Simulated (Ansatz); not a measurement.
## BeHg (hypothetical, Pm-3m): phonons against volume

Which modes of BeHg (hypothetical) drive its thermal expansion? The crystal structure is hypothetical: it was made by swapping elements on a known structure type.

Main program and level: Ansatz 0.2.0; DFT PBEsol, scalar-relativistic, plane waves, PAW.

This is a report of a sequence of runs, with most program output left out.

### Step 1. Set-up

It takes space group Pm-3m (No. 221, cubic). Conventional cell: a = 2.938 Å, b = 2.938 Å, c = 2.938 Å, α = 90.00°, β = 90.00°, γ = 90.00°. Nearest to Be lie 8 Hg at 2.54 Å. Nearest to Hg lie 8 Be at 2.54 Å. Farther neighbours are not listed.

### Step 2. Probe on a coarse mesh

A cheap single point shows whether the cell is a metal or an insulator and how far it is from rest; that sets the k-mesh and the occupations of what follows.

input.yaml reads:

```yaml
crystal:
  lattice:
    - [2.93753, 0.0, 0.0]
    - [0.0, 2.93753, 0.0]
    - [0.0, 0.0, 2.93753]
  atoms:
    - { symbol: Be, position: [0.5, 0.5, 0.5] }
    - { symbol: Hg, position: [0.0, 0.0, 0.0] }
kpoints:
  mp_grid: { grid: [6, 6, 6] }
hamiltonian:
  xc: pbesol
scf:
  occupations: { method: gaussian, width: 0.1 }
output:
  forces: true
  stress: true
  eigenvalues: true
```

On the command line:

```console
ansatz run input.yaml --threads 4 --pin off --max-ram 8192MiB --backend cpu --events-out ev --progress --plain --runs-dir out
```

The job ended after 0.94 s (4 threads of Arm Neoverse V1, shared host; peak memory 0.26 GiB; 1.4 s of CPU time).

This step gave:

* pressure: 21.54 GPa
* volume per atom: 12.67 Å³
* gap on the k-mesh: 0 eV

The start is under 22 GPa at this level and looks like a metal on this mesh.

### Step 3. A loose first relaxation

The start is far from rest, so a relaxation with loose thresholds first brings it near the minimum.

Edit input.yaml of step 2 so:

```diff
@@ -18 +18,6 @@
   eigenvalues: true
+relax:
+  adjacent_minimum: "off"
+  f_tol: 0.05
+  max_steps: 80
+  cell: { stress_tol: 0.5 }
```

Elapsed: 1.2 s, on 4 threads; peak memory 0.29 GiB; 3.3 s of CPU time.

Step by step:

| step | energy less that of the first step (eV) | largest force component (eV/Å) | pressure (GPa) | volume (Å³) |
| --- | --- | --- | --- | --- |
| 1 | 0.0000 | 0.0000 | 21.54 | 25.35 |
| 2 | -0.2514 | 0.0000 | 1.70 | 29.24 |
| 3 | -0.2539 | 0.0000 | 0.42 | 29.63 |
| 4* | -0.2554 | 0.0000 | 0.47 | 29.63 |

Relaxation steps marked * repeat the geometry before them on a plane-wave basis chosen anew for their cell, so energy and pressure can jump there.

The run keeps the 48 symmetry operations that it works with, so distortions that break them were not tested.

| conventional cell, symmetrised | before | after | change |
| --- | --- | --- | --- |
| a (Å) | 2.938 | 3.094 | +5.3 % |
| b (Å) | 2.938 | 3.094 | +5.3 % |
| c (Å) | 2.938 | 3.094 | +5.3 % |
| volume (Å³/atom) | 12.67 | 14.81 | +16.9 % |

Final coordinates:

```xyz
2
Lattice="3.0944 0.0000 0.0000 0.0000 3.0944 0.0000 0.0000 0.0000 3.0944" Properties=species:S:1:pos:R:3 pbc="T T T"
Be    1.5472    1.5472    1.5472
Hg    0.0000    0.0000    0.0000
```

This step gave:

* pressure: 0.4685 GPa
* volume per atom: 14.81 Å³

The relaxation ends with a pressure of 0.47 GPa.

### Step 4. Relaxation

The vibrations must be taken about the equilibrium of this functional, not about the starting cell, so the structure is relaxed.

input.yaml, the sections that differ from step 3:

```yaml
crystal:
  lattice:
    - [3.0943864778, 0.0, 0.0]
    - [0.0, 3.0943864778, 0.0]
    - [0.0, 0.0, 3.0943864778]
  atoms:
    - { symbol: Be, position: [0.5, 0.5, 0.5] }
    - { symbol: Hg, position: [0.0, 0.0, 0.0] }
kpoints:
  mp_grid: { grid: [14, 14, 14] }
relax:
  adjacent_minimum: "off"
  f_tol: 0.005
  max_steps: 80
  cell: { stress_tol: 0.05 }
# hamiltonian, scf, output: as in step 3
```

Run time: 3.9 s. Hardware: 4 threads; peak memory 0.36 GiB; 14 s of CPU time.

Relaxation path:

| step | energy less that of the first step (eV) | largest force component (eV/Å) | pressure (GPa) | volume (Å³) |
| --- | --- | --- | --- | --- |
| 1 | 0.0000 | 0.0000 | -1.17 | 29.63 |
| 2 | -0.0005 | 0.0000 | 1.10 | 28.94 |
| 3 | -0.0014 | 0.0000 | -0.03 | 29.27 |
| 4* | -0.0014 | 0.0000 | -0.03 | 29.27 |

Relaxation steps marked * repeat the geometry before them on a plane-wave basis chosen anew for their cell, so energy and pressure can jump there.

The run keeps the 48 symmetry operations that it works with, so distortions that break them were not tested.

| conventional cell, symmetrised | before | after | change |
| --- | --- | --- | --- |
| a (Å) | 3.094 | 3.082 | -0.4 % |
| b (Å) | 3.094 | 3.082 | -0.4 % |
| c (Å) | 3.094 | 3.082 | -0.4 % |
| volume (Å³/atom) | 14.81 | 14.64 | -1.2 % |

Final coordinates:

```xyz
2
Lattice="3.0819 0.0000 0.0000 0.0000 3.0819 0.0000 0.0000 0.0000 3.0819" Properties=species:S:1:pos:R:3 pbc="T T T"
Be    1.5409    1.5409    1.5409
Hg    0.0000    0.0000    0.0000
```

This step gave:

```
pressure        : -0.02898 GPa
volume per atom : 14.64 Å³
```

The relaxation ends with a pressure of -0.03 GPa.

### Step 5. Tight relaxation

The relaxation is repeated with tighter thresholds on force and stress, since phonons are sensitive to what is left; a change of mesh or smearing in the input moves the cell too.

input.yaml reads:

```yaml
crystal:
  lattice:
    - [3.0818890434, 0.0, 0.0]
    - [0.0, 3.0818890434, 0.0]
    - [0.0, 0.0, 3.0818890434]
  atoms:
    - { symbol: Be, position: [0.5, 0.5, 0.5] }
    - { symbol: Hg, position: [0.0, 0.0, 0.0] }
kpoints:
  mp_grid: { grid: [16, 16, 16] }
hamiltonian:
  xc: pbesol
scf:
  occupations: { method: methfessel_paxton, width: 0.15 }
output:
  forces: true
  stress: true
  eigenvalues: true
relax:
  adjacent_minimum: "off"
  f_tol: 0.001
  max_steps: 60
  cell: { stress_tol: 0.01 }
```

Run time: 5.7 s. Hardware: 4 threads; peak memory 0.38 GiB; 19 s of CPU time.

Step by step:

| step | energy less that of the first step (eV) | largest force component (eV/Å) | pressure (GPa) | volume (Å³) |
| --- | --- | --- | --- | --- |
| 1 | 0.0000 | 0.0000 | 0.37 | 29.27 |
| 2 | 0.0000 | 0.0000 | -0.34 | 29.48 |
| 3 | -0.0001 | 0.0000 | 0.00 | 29.38 |
| 4* | -0.0001 | 0.0000 | 0.00 | 29.38 |

Relaxation steps marked * repeat the geometry before them on a plane-wave basis chosen anew for their cell, so energy and pressure can jump there.

The run keeps the 48 symmetry operations that it works with, so distortions that break them were not tested.

| conventional cell, symmetrised | before | after | change |
| --- | --- | --- | --- |
| a (Å) | 3.082 | 3.086 | +0.1 % |
| b (Å) | 3.082 | 3.086 | +0.1 % |
| c (Å) | 3.082 | 3.086 | +0.1 % |
| volume (Å³/atom) | 14.64 | 14.69 | +0.4 % |

The relaxed structure:

```cif
data_structure
_symmetry_space_group_name_H-M 'P 1'
_symmetry_Int_Tables_number 1
_cell_length_a 3.0857
_cell_length_b 3.0857
_cell_length_c 3.0857
_cell_angle_alpha 90.000
_cell_angle_beta 90.000
_cell_angle_gamma 90.000
_cell_volume 29.38
loop_
_atom_site_label
_atom_site_type_symbol
_atom_site_fract_x
_atom_site_fract_y
_atom_site_fract_z
_atom_site_occupancy
Be1 Be 0.50000 0.50000 0.50000 1
Hg2 Hg 0.00000 0.00000 0.00000 1
```

This step gave:

```
pressure        : -0.002528 GPa
volume per atom : 14.69 Å³
```

The residual pressure is -0.0025 GPa, small enough for phonons.

### Step 6. Phonons, V/V0 1

The same q-mesh and k-mesh are kept at every volume, so that much of their error can cancel in the differences.

input.yaml reads:

```yaml
crystal:
  lattice:
    - [3.0856973041, 0.0, 0.0]
    - [0.0, 3.0856973041, 0.0]
    - [0.0, 0.0, 3.0856973041]
  atoms:
    - { symbol: Be, position: [0.5, 0.5, 0.5] }
    - { symbol: Hg, position: [0.0, 0.0, 0.0] }
kpoints:
  mp_grid: { grid: [16, 16, 16] }
hamiltonian:
  xc: pbesol
scf:
  occupations: { method: methfessel_paxton, width: 0.15 }
output:
  eigenvalues: true
phonons:
  method: dfpt
  qmesh: [4, 4, 4]
  temperatures: { t_max: 1000, t_step: 50 }
  qpath:
    path:
      - [[0.0, 0.0, 0.0], [0.0, 0.5, 0.0], [0.5, 0.5, 0.0], [0.0, 0.0, 0.0], [0.5, 0.5, 0.5], [0.0, 0.5, 0.0]]
      - [[0.5, 0.5, 0.5], [0.5, 0.5, 0.0]]
    npoints: 10
```

Run time: 6.5 min. Hardware: 4 threads; peak memory 2.3 GiB.

Numbers from this step:

```yaml
gamma_frequencies: 0, 0, 0, 207.6, 207.6, 207.6 cm⁻¹ (negative: imaginary)
lowest_frequency_on_the_path: -89.92 cm⁻¹
point_group: m-3m
highest_frequency: 280.8 cm⁻¹
```

No LO-TO term. Phonon branches along the path, in cm⁻¹:

| point | branch 1 | branch 2 | branch 3 | branch 4 | branch 5 | branch 6 |
| --- | --- | --- | --- | --- | --- | --- |
| Γ | 0 | 0 | 0 | 208 | 208 | 208 |
| halfway | 18 | 18 | 74 | 195 | 195 | 215 |
| X | 26 | 26 | 109 | 171 | 171 | 281 |
| halfway | 21 | 41 | 70 | 225 | 231 | 236 |
| M | -80 | -80 | -14 | 221 | 221 | 256 |
| halfway | -31 | 24 | 81 | 214 | 217 | 232 |
| Γ | 0 | 0 | 0 | 208 | 208 | 208 |
| halfway | 15 | 15 | 67 | 185 | 185 | 266 |
| R | -90 | -90 | -90 | 88 | 88 | 88 |
| halfway | -39 | 68 | 68 | 124 | 199 | 253 |
| X | 26 | 26 | 109 | 171 | 171 | 281 |
| jump to R | -90 | -90 | -90 | 88 | 88 | 88 |
| halfway | -81 | -81 | 71 | 172 | 172 | 198 |
| M | -80 | -80 | -14 | 221 | 221 | 256 |

Tetrahedra on 20 20 20, mean over bins of 5 cm⁻¹. Phonon density of states against wavenumber; read off at these points:

| wavenumber (cm⁻¹) | phonon density of states (1/cm⁻¹/cell) |
| --- | --- |
| -92 | 0 |
| -72 | 0.0116 |
| -58 | 0.0117 |
| -38 | 0.0104 |
| -22 | 0.0144 |
| -2 | 0.00832 |
| 12 | 0.0137 |
| 28 | 0.0471 |
| 32 | 0.0300 |
| 52 | 0.0129 |
| 68 | 0.0302 |
| 72 | 0.0326 |
| 88 | 0.0126 |
| 102 | 0.00505 |
| 122 | 0.00327 |
| 138 | 0.00468 |
| 158 | 0.00724 |
| 178 | 0.0177 |
| 192 | 0.0268 |
| 202 | 0.0499 |
| 212 | 0.0344 |
| 222 | 0.0385 |
| 228 | 0.0257 |
| 248 | 0.0293 |
| 252 | 0.0401 |
| 262 | 0.0129 |
| 282 | 0 |

The modes has structure finer than the step of the table below, so its rows give means over 10 cm⁻¹, whole bins alone (the curve runs from -96.8 to 298 cm⁻¹). Peaks (cm⁻¹: height): Be -64.5: 0.0055, 203.6: 0.0431, 218.5: 0.0353, 253.3: 0.0344; Hg -17.3: 0.0150, 24.9: 0.0443, 77.0: 0.0292.

Phonopy on the run's constants, 19x19x19 mesh, Gaussian sigma 2.8 cm⁻¹. The modes by wavenumber; means over each step; values in 1/cm⁻¹/cell:

| wavenumber (cm⁻¹) | Be | Hg |
| --- | --- | --- |
| -90 | 7.1e-4 | 2.2e-4 |
| -80 | 0.00367 | 0.00409 |
| -70 | 0.00427 | 0.00716 |
| -60 | 0.00427 | 0.00849 |
| -50 | 0.00228 | 0.00664 |
| -40 | 0.00311 | 0.00945 |
| -30 | 0.00277 | 0.0118 |
| -20 | 0.00221 | 0.0131 |
| -10 | 7.1e-4 | 0.00670 |
| 0 | 2.1e-4 | 0.00268 |
| 10 | 5.9e-4 | 0.00987 |
| 20 | 0.00111 | 0.0308 |
| 30 | 0.00217 | 0.0371 |
| 40 | 0.00167 | 0.0217 |
| 50 | 9.1e-4 | 0.0139 |
| 60 | 0.00116 | 0.0148 |
| 70 | 0.00139 | 0.0277 |
| 80 | 0.00115 | 0.0252 |
| 90 | 0.00116 | 0.0114 |
| 100 | 6.7e-4 | 0.00499 |
| 110 | 0.00168 | 0.00209 |
| 120 | 0.00157 | 8.8e-4 |
| 130 | 0.00287 | 0.00164 |
| 140 | 0.00331 | 0.00113 |
| 150 | 0.00475 | 0.00167 |
| 160 | 0.00578 | 0.00143 |
| 170 | 0.0103 | 0.00202 |
| 180 | 0.0161 | 0.00189 |
| 190 | 0.0230 | 0.00265 |
| 200 | 0.0358 | 0.00366 |
| 210 | 0.0320 | 0.00391 |
| 220 | 0.0320 | 0.00455 |
| 230 | 0.0213 | 0.00195 |
| 240 | 0.0186 | 7.2e-4 |
| 250 | 0.0299 | 0.00113 |
| 260 | 0.0209 | 8.9e-4 |
| 270 | 0.00340 | 7.6e-5 |
| 280 | 4.9e-4 | 3.0e-7 |
| 290 | 6.0e-6 | 0 |

No LO-TO term. Modes at Γ, with each element's share of the kinetic energy:

| mode | frequency (cm⁻¹) | symmetry | Be % | Hg % |
| --- | --- | --- | --- | --- |
| 1 | 0.0 | T1u | 4 | 96 |
| 2 | 0.0 | T1u | 4 | 96 |
| 3 | 0.0 | T1u | 4 | 96 |
| 4 | 207.6 | T1u | 96 | 4 |
| 5 | 207.6 | T1u | 96 | 4 |
| 6 | 207.6 | T1u | 96 | 4 |

Displacements in mode 6 (207.6 cm⁻¹), the largest set to 1:
```
Be1  0.00 -0.06  1.00
Hg2  0.00  0.00 -0.04
```

The lowest solved frequency is -89.9 cm⁻¹, so the cell is unstable here and gives no valid free energy.

### Step 7. A cell at another volume, V/V0 1.015

Symmetry fixes every atom, so a single point at the scaled cell gives the energy and pressure of this member.

input.yaml, the sections that differ from step 6:

```yaml
crystal:
  lattice:
    - [3.1010492847, 0.0, 0.0]
    - [0.0, 3.1010492847, 0.0]
    - [0.0, 0.0, 3.1010492847]
  atoms:
    - { symbol: Be, position: [0.5, 0.5, 0.5] }
    - { symbol: Hg, position: [0.0, 0.0, 0.0] }
output:
  forces: true
  stress: true
  eigenvalues: true
# kpoints, hamiltonian, scf: as in step 6
# phonons: removed
```

Wall time 2 s (4 threads); peak memory 0.36 GiB; 5.3 s of CPU time.

This step gave:

```
pressure        : -1.447 GPa
volume per atom : 14.91 Å³
```

The run ends at a pressure of -1.45 GPa.

### Step 8. Phonons, V/V0 1.015

Phonons at this volume give one point of F(V, T); meshes stay fixed along the series.

input.yaml, the sections that differ from step 7:

```yaml
output:
  eigenvalues: true
phonons:
  method: dfpt
  qmesh: [4, 4, 4]
  temperatures: { t_max: 1000, t_step: 50 }
  qpath:
    path:
      - [[0.0, 0.0, 0.0], [0.0, 0.5, 0.0], [0.5, 0.5, 0.0], [0.0, 0.0, 0.0], [0.5, 0.5, 0.5], [0.0, 0.5, 0.0]]
      - [[0.5, 0.5, 0.5], [0.5, 0.5, 0.0]]
    npoints: 10
# crystal, kpoints, hamiltonian, scf: as in step 7
```

Wall time 6.6 min (4 threads); peak memory 2.3 GiB.

The lowest solved frequency is -114 cm⁻¹, so the cell is unstable here and gives no valid free energy. The highest zone-centre mode (no LO–TO term) moved by -5.6 % for a volume change of +1.5 %.

### Step 9. A cell at another volume, V/V0 0.985

The cell differs from the one that the last finished run ended in (a 3.101 → 3.070 Å, b 3.101 → 3.070 Å, c 3.101 → 3.070 Å).

input.yaml, the sections that differ from step 8:

```yaml
crystal:
  lattice:
    - [3.0701910258, 0.0, 0.0]
    - [0.0, 3.0701910258, 0.0]
    - [0.0, 0.0, 3.0701910258]
  atoms:
    - { symbol: Be, position: [0.5, 0.5, 0.5] }
    - { symbol: Hg, position: [0.0, 0.0, 0.0] }
output:
  forces: true
  stress: true
  eigenvalues: true
# kpoints, hamiltonian, scf: as in step 8
# phonons: removed
```

Run time: 1.2 s. Hardware: 4 threads; peak memory 0.35 GiB; 4 s of CPU time.

The run ends at a pressure of 1.57 GPa.

### Step 10. Phonons, V/V0 0.985

input.yaml, the sections that differ from step 9:

```yaml
output:
  eigenvalues: true
phonons:
  method: dfpt
  qmesh: [4, 4, 4]
  temperatures: { t_max: 1000, t_step: 50 }
  qpath:
    path:
      - [[0.0, 0.0, 0.0], [0.0, 0.5, 0.0], [0.5, 0.5, 0.0], [0.0, 0.0, 0.0], [0.5, 0.5, 0.5], [0.0, 0.5, 0.0]]
      - [[0.5, 0.5, 0.5], [0.5, 0.5, 0.0]]
    npoints: 10
# crystal, kpoints, hamiltonian, scf: as in step 9
```

Run time: 6.3 min. Hardware: 4 threads; peak memory 2.3 GiB; 24 min of CPU time.

No LO-TO term. Phonon branches along the path, in cm⁻¹:

| point | branch 1 | branch 2 | branch 3 | branch 4 | branch 5 | branch 6 |
| --- | --- | --- | --- | --- | --- | --- |
| Γ | 0 | 0 | 0 | 219 | 219 | 219 |
| halfway | 21 | 21 | 77 | 208 | 208 | 227 |
| X | 29 | 29 | 112 | 186 | 186 | 291 |
| halfway | 25 | 44 | 74 | 238 | 243 | 249 |
| M | -78 | -78 | -8 | 232 | 232 | 267 |
| halfway | -29 | 27 | 84 | 228 | 229 | 245 |
| Γ | 0 | 0 | 0 | 219 | 219 | 219 |
| halfway | 26 | 26 | 70 | 198 | 198 | 278 |
| R | -52 | -52 | -52 | 92 | 92 | 92 |
| halfway | -32 | 71 | 72 | 143 | 213 | 265 |
| X | 29 | 29 | 112 | 186 | 186 | 291 |
| jump to R | -52 | -52 | -52 | 92 | 92 | 92 |
| halfway | -74 | -74 | 74 | 183 | 183 | 212 |
| M | -78 | -78 | -8 | 232 | 232 | 267 |

The lowest solved frequency is -77.9 cm⁻¹, so the cell is unstable here and gives no valid free energy. The highest zone-centre mode (no LO–TO term) moved by +5.6 % for a volume change of -1.5 %.

### Step 11. Single point at a scaled cell, V/V0 1.03

The cell differs from the one that the last finished run ended in (a 3.070 → 3.116 Å, b 3.070 → 3.116 Å, c 3.070 → 3.116 Å).

input.yaml, the sections that differ from step 10:

```yaml
crystal:
  lattice:
    - [3.1162507496, 0.0, 0.0]
    - [0.0, 3.1162507496, 0.0]
    - [0.0, 0.0, 3.1162507496]
  atoms:
    - { symbol: Be, position: [0.5, 0.5, 0.5] }
    - { symbol: Hg, position: [0.0, 0.0, 0.0] }
output:
  forces: true
  stress: true
  eigenvalues: true
# kpoints, hamiltonian, scf: as in step 10
# phonons: removed
```

Wall time 1.7 s (4 threads); peak memory 0.36 GiB; 5.8 s of CPU time.

The run ends at a pressure of -2.77 GPa.

(Continued in part 2 of 2.)

[Logs are printed without paths, hosts, clocks, repeated set-up lines and the standing remarks that a program may print on its own settings, such as how far it seeks lower states.]

[Hosts, paths, dates, database ids (printed as entryN), source tags and the programs' standing remarks are cut or masked in the printed files.]

[A step with changed settings may run another functional than the one named; its input shows which.]

[Of the runs on displaced cells, only some may be shown.]
